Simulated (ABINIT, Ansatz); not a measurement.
## TlBiSe3 (Pm-3m): zone-centre phonons

Aim: the zone-centre modes of TlBiSe3 (Pm-3m).

Main program and level: ABINIT 10.8.3; DFT LDA, scalar-relativistic, plane waves, HGH norm-conserving pseudopotentials.

Report form: the programs' logs are mostly left out.

The structure was built from a prototype and need not be the compound's stable phase.

## Step 1: The starting structure

Symmetry: Pm-3m, No. 221, cubic system. Conventional cell: a = 5.391 Å, b = 5.391 Å, c = 5.391 Å, α = 90.00°, β = 90.00°, γ = 90.00°. Nearest to Tl lie 12 Se at 3.81 Å. Bi has 6 Se at 2.70 Å nearest. Nearest to Se lie 2 Bi at 2.70 Å. Farther neighbours and most contacts between anions are not listed.

## Step 2: Relaxing the cell and atoms

The harmonic expansion needs vanishing forces, and a free crystal bears no stress, so cell and atoms are brought to rest. Stress is more sensitive to the basis than forces are: the last 3 Ha under the cutoff are smoothed with ecutsm, and the cutoff is raised above that of the later runs.

The starting cell comes from a relaxation made beforehand in Ansatz (LDA, PseudoDojo NC).

File relax.abi:

```
# relaxation
ionmov 2
optcell 2
dilatmx 1.08
ntime 40
tolmxf 1.0d-05
tolvrs 1.0d-14
prtwf 0
prtden 0
chksymtnons 0

# basis, mesh and filling
ecut 26.0
ecutsm 3.0
ixc 7
ngkpt 6 6 6
nshiftk 1
shiftk 0.0 0.0 0.0
istwfk *1
occopt 6
tsmear 0.01
nband 20
nstep 100
diemac 1000000.0
prtebands 0
prtgsr 0

# cell and atoms
acell 3*1.0 Angstrom
rprim 
    5.390561158 0.0 0.0
    0.0 5.390561158 0.0
    0.0 0.0 5.390561158
ntypat 3
znucl 81 83 34
natom 5
typat 1 2 3 3 3
xred 
    0.0 0.0 0.0
    0.5 0.5 0.5
    0.5 0.5 0.0
    0.5 0.0 0.5
    0.0 0.5 0.5
pp_dirpath "./pseudo"
pseudos "Tl.hgh, Bi.hgh, Se.hgh"
```

Started as:

```sh
> OMP_NUM_THREADS=1 mpirun -n 4 abinit relax.abi > relax.log
```

Run time: 2.9 min. Hardware: 4 MPI ranks of Intel Xeon at 2.70GHz, shared host; 12 min of CPU time.

Little changed from the start: no atom moved by 0.005 Å and no cell edge by 0.1 %.

Numbers from this step:

```yaml
volume_per_atom: 31.41 Å³
pressure: 3.53e-4 GPa
gap_on_the_k_mesh: 0 eV
```

The volume changes by +0.2 % from the cell with which this run began.

## Step 3: Self-consistent run for the response

First-order wavefunctions inherit every error of the ground state, hence the very tight tolvrs. Occupations are smeared.

File gs.abi:

```
# ground state
tolvrs 1.0d-16
prtden 1
prtwf 1

# basis, mesh and filling
ecut 20.0
ixc 7
ngkpt 6 6 6
nshiftk 1
shiftk 0.0 0.0 0.0
istwfk *1
occopt 6
tsmear 0.01
nband 20
nstep 100
diemac 1000000.0
prtebands 0
prtgsr 0

# cell and atoms
acell 3*1.0 Angstrom
rprim 
    5.395009614 0.0 0.0
    0.0 5.395009614 0.0
    0.0 0.0 5.395009614
ntypat 3
znucl 81 83 34
natom 5
typat 1 2 3 3 3
xred 
    0.0 0.0 0.0
    0.5 0.5 0.5
    0.5 0.5 0.0
    0.5 0.0 0.5
    0.0 0.5 0.5
pp_dirpath "./pseudo"
pseudos "Tl.hgh, Bi.hgh, Se.hgh"
```

Started as:

```sh
> OMP_NUM_THREADS=1 mpirun -n 4 abinit gs.abi > gs.log
```

Elapsed: 43 s, on 4 MPI ranks.

Numbers from this step:

| Item | Value |
| --- | --- |
| pressure | -0.7913 GPa |

The cell stands at -0.79 GPa: the relaxation ran with a smoothed and higher cutoff, and the difference is a stress of the finite basis.

## Step 4: Zone-centre response

At q = 0 one unit cell holds all displacements. The response is solved for single atoms along the cell's directions, and symmetry skips those that follow from others. The crystal is treated as a metal, which screens a static field, so no field response is asked.

File dfpt_gamma.abi:

```

# common to the responses
getwfk_filepath "gso_WFK"
kptopt 2
nqpt 1
qpt 0.0 0.0 0.0
asr 0
chneut 0

# displacements
rfphon 1
rfatpol 1 5
rfdir 1 1 1
tolvrs 1.0d-10
prtwf 0

# basis, mesh and filling
ecut 20.0
ixc 7
ngkpt 6 6 6
nshiftk 1
shiftk 0.0 0.0 0.0
istwfk *1
occopt 6
tsmear 0.01
nband 20
nstep 100
diemac 1000000.0
prtebands 0
prtgsr 0

# cell and atoms
acell 3*1.0 Angstrom
rprim 
    5.395009614 0.0 0.0
    0.0 5.395009614 0.0
    0.0 0.0 5.395009614
ntypat 3
znucl 81 83 34
natom 5
typat 1 2 3 3 3
xred 
    0.0 0.0 0.0
    0.5 0.5 0.5
    0.5 0.5 0.0
    0.5 0.0 0.5
    0.0 0.5 0.5
pp_dirpath "./pseudo"
pseudos "Tl.hgh, Bi.hgh, Se.hgh"
```

Started as:

```sh
> OMP_NUM_THREADS=1 mpirun -n 4 abinit dfpt_gamma.abi > dfpt_gamma.log
```

The job ended after 3.9 min (4 MPI ranks; 16 min of CPU time).

This step gave:

```
largest acoustic frequency at the zone centre before the sum rule : -1.74 cm⁻¹
highest optical zone-centre mode (no LO-TO term)                  : 150.2 cm⁻¹
lowest optical zone-centre mode                                   : -82.39 cm⁻¹
```

The acoustic modes at Γ come out as far as 1.7 cm⁻¹ from zero, where they should vanish, a small numerical error. The lowest optical mode is imaginary, 82i cm⁻¹, an instability at this level and on this k mesh.

## Step 5: Modes with the sum rule

anaddb reads the merged derivatives and imposes the acoustic sum rule.

File anaddb.abi:

```
ddb_filepath "gamma_DDB"
output_file "anaddb.abo"
outdata_prefix "anaddb"
asr 1
chneut 1
enunit 2
eivec 1
nph1l 1
qph1l 0.0 0.0 0.0 1.0
```

File mrgddb.in:

```
gamma_DDB
merged
2
dfpt_gammao_DDB
gso_DDB
```

Started as:

```sh
> mrgddb < mrgddb.in > mrgddb.log
> OMP_NUM_THREADS=1 anaddb anaddb.abi > anaddb.log
```

Wall time 0.75 s (1 thread).

This step gave:

```
lowest optical zone-centre mode : -82.33 cm⁻¹
```

No LO-TO term; unit eigenvectors of the mass-weighted matrix, from anaddb's displacements. Modes at Γ, with each element's share of the kinetic energy (negative means imaginary):

| mode | frequency (cm⁻¹) | symmetry | Tl % | Bi % | Se % |
| --- | --- | --- | --- | --- | --- |
| 1 | -82.3 | T1u | 5 | 20 | 76 |
| 2 | -82.3 | T1u | 5 | 20 | 76 |
| 3 | -82.3 | T1u | 5 | 20 | 76 |
| 4 | -70.1 | T2u | 0 | 0 | 100 |
| 5 | -70.1 | T2u | 0 | 0 | 100 |
| 6 | -70.1 | T2u | 0 | 0 | 100 |
| 7 | -29.5 | T1u | 64 | 28 | 8 |
| 8 | -29.5 | T1u | 64 | 28 | 8 |
| 9 | -29.5 | T1u | 64 | 28 | 8 |
| 10 | 0.0 | acoustic | 31 | 32 | 36 |
| 11 | 0.0 | acoustic | 31 | 32 | 36 |
| 12 | 0.0 | acoustic | 31 | 32 | 36 |
| 13 | 150.2 | T1u | 0 | 20 | 80 |
| 14 | 150.2 | T1u | 0 | 20 | 80 |
| 15 | 150.2 | T1u | 0 | 20 | 80 |

Displacements in mode 1 (-82.3 cm⁻¹), the largest set to 1:
```
Tl1  0.00  0.00  0.22
Bi2  0.00  0.00  0.45
Se3  0.00  0.00  0.24
Se4  0.00  0.00 -1.00
Se5  0.00  0.00 -1.00
```

Displacements in mode 13 (150.2 cm⁻¹), the largest set to 1:
```
Tl1  0.00  0.00  0.01
Bi2  0.00  0.00  0.31
Se3  0.00  0.00 -1.00
Se4  0.00  0.00  0.07
Se5  0.00  0.00  0.07
```

The rule moves no optical mode by more than 0.2 cm⁻¹.

## Step 6: A second program

The same cell goes through another code, with its own cutoff. The potentials differ.

This step: DFT LDA, scalar-relativistic, plane waves, PseudoDojo norm-conserving pseudopotentials (Ansatz 0.2.0).

File input.yaml:

```yaml
crystal:
  lattice:
    - [5.3950096139, 0.0, 0.0]
    - [0.0, 5.3950096139, 0.0]
    - [0.0, 0.0, 5.3950096139]
  atoms:
    - { symbol: Tl, position: [0.0, 0.0, 0.0] }
    - { symbol: Bi, position: [0.5, 0.5, 0.5] }
    - { symbol: Se, position: [0.5, 0.5, 0.0] }
    - { symbol: Se, position: [0.5, 0.0, 0.5] }
    - { symbol: Se, position: [0.0, 0.5, 0.5] }
kpoints:
  mp_grid: { grid: [6, 6, 6] }
hamiltonian:
  xc: lda
  pseudopotentials: { kind: nc, accuracy: standard }
scf:
  occupations: { method: methfessel_paxton, width: 0.27211 }
output:
  eigenvalues: true
phonons:
  method: dfpt
```

Started as:

```sh
> ansatz run input.yaml --threads 4 --pin off --max-ram 8192MiB --backend cpu --events-out ev --progress --plain --runs-dir out
```

The job ended after 3.2 min (4 threads; peak memory 5.2 GiB; 12 min of CPU time).

Read from the output:

```yaml
sum_rule_residual_before_enforcement: 7.52e-5 eV/Å²
highest_optical_zone_centre_mode_no_lo_to_term: 165.0 cm⁻¹
lowest_optical_zone_centre_mode: -74.49 cm⁻¹
```

## Step 7: Side by side: ABINIT HGH and Ansatz, PseudoDojo

Worked out from the results:

| Quantity | Value |
| --- | --- |
| root-mean-square difference | 9.21 cm⁻¹ |
| largest difference | 14.8 cm⁻¹ |

Optical modes, paired by symmetry label. Frequencies side by side, by row:

| q (reciprocal lattice) | mode | ABINIT HGH (cm⁻¹) | Ansatz, PseudoDojo (cm⁻¹) |
| --- | --- | --- | --- |
| 0 0 0 | 1 | -82.3 | -74.5 |
| 0 0 0 | 2 | -82.3 | -74.5 |
| 0 0 0 | 3 | -82.3 | -74.5 |
| 0 0 0 | 4 | -70.1 | -63.5 |
| 0 0 0 | 5 | -70.1 | -63.5 |
| 0 0 0 | 6 | -70.1 | -63.5 |
| 0 0 0 | 7 | -29.5 | -25.5 |
| 0 0 0 | 8 | -29.5 | -25.5 |
| 0 0 0 | 9 | -29.5 | -25.5 |
| 0 0 0 | 13 | 150.2 | 165 |
| 0 0 0 | 14 | 150.2 | 165 |
| 0 0 0 | 15 | 150.2 | 165 |

At the zone centre the largest difference (acoustic modes at Γ apart) is 10 % of the highest mode.

## Step 8: What came out

| Property | Result |
| --- | --- |
| space group after relaxation | Pm-3m |
| volume per atom | 31.4 Å³ |
| highest optical zone-centre mode (no LO-TO term) | 150.2 cm⁻¹ |
| lowest optical zone-centre mode | -82.3 cm⁻¹ |
| imaginary optical modes at the zone centre (no q mesh in this session) | yes |
| largest difference from Ansatz, PseudoDojo | 14.8 cm⁻¹ |

**Reading.** At the LDA level the optical modes of TlBiSe3 (Pm-3m) at the zone centre run from 82i to 150 cm⁻¹, so the structure is a saddle point, with 9 modes beyond 10i cm⁻¹ there. On other potentials, and in a cell that was not relaxed for them, the second run differs strongly on some modes. The base run prints -0.79 GPa, mostly the error of a finite basis; the relaxation, with a smoothed and higher cutoff, had brought the cell to rest. ABINIT HGH and Ansatz, PseudoDojo differ by 9.2 cm⁻¹ in the root mean square and by 14.8 cm⁻¹ at most, 9.9 % of the highest mode compared (acoustic modes at Γ left out); the two use different potentials, and the cell was not relaxed for the second set. These are harmonic frequencies at zero temperature: anharmonic shifts and linewidths and thermal expansion are left out. Spin-orbit coupling is left out, which can matter for the heavy elements here. The HGH files keep few electrons and have no core correction, which is cheap but rough for Bi and Tl. In a metal the frequencies hang on the k mesh and the smearing, most of all near Kohn anomalies. The structure is a hypothetical one, built on a prototype.

[Host names and launcher messages were left out of these logs when they were recorded.]

[Logs are printed without paths, hosts, clocks, repeated set-up lines and the standing remarks that a program may print on its own settings, such as how far it seeks lower states.]

[Hosts, paths, dates, database ids (printed as entryN), source tags and the programs' standing remarks are cut or masked in the printed files.]
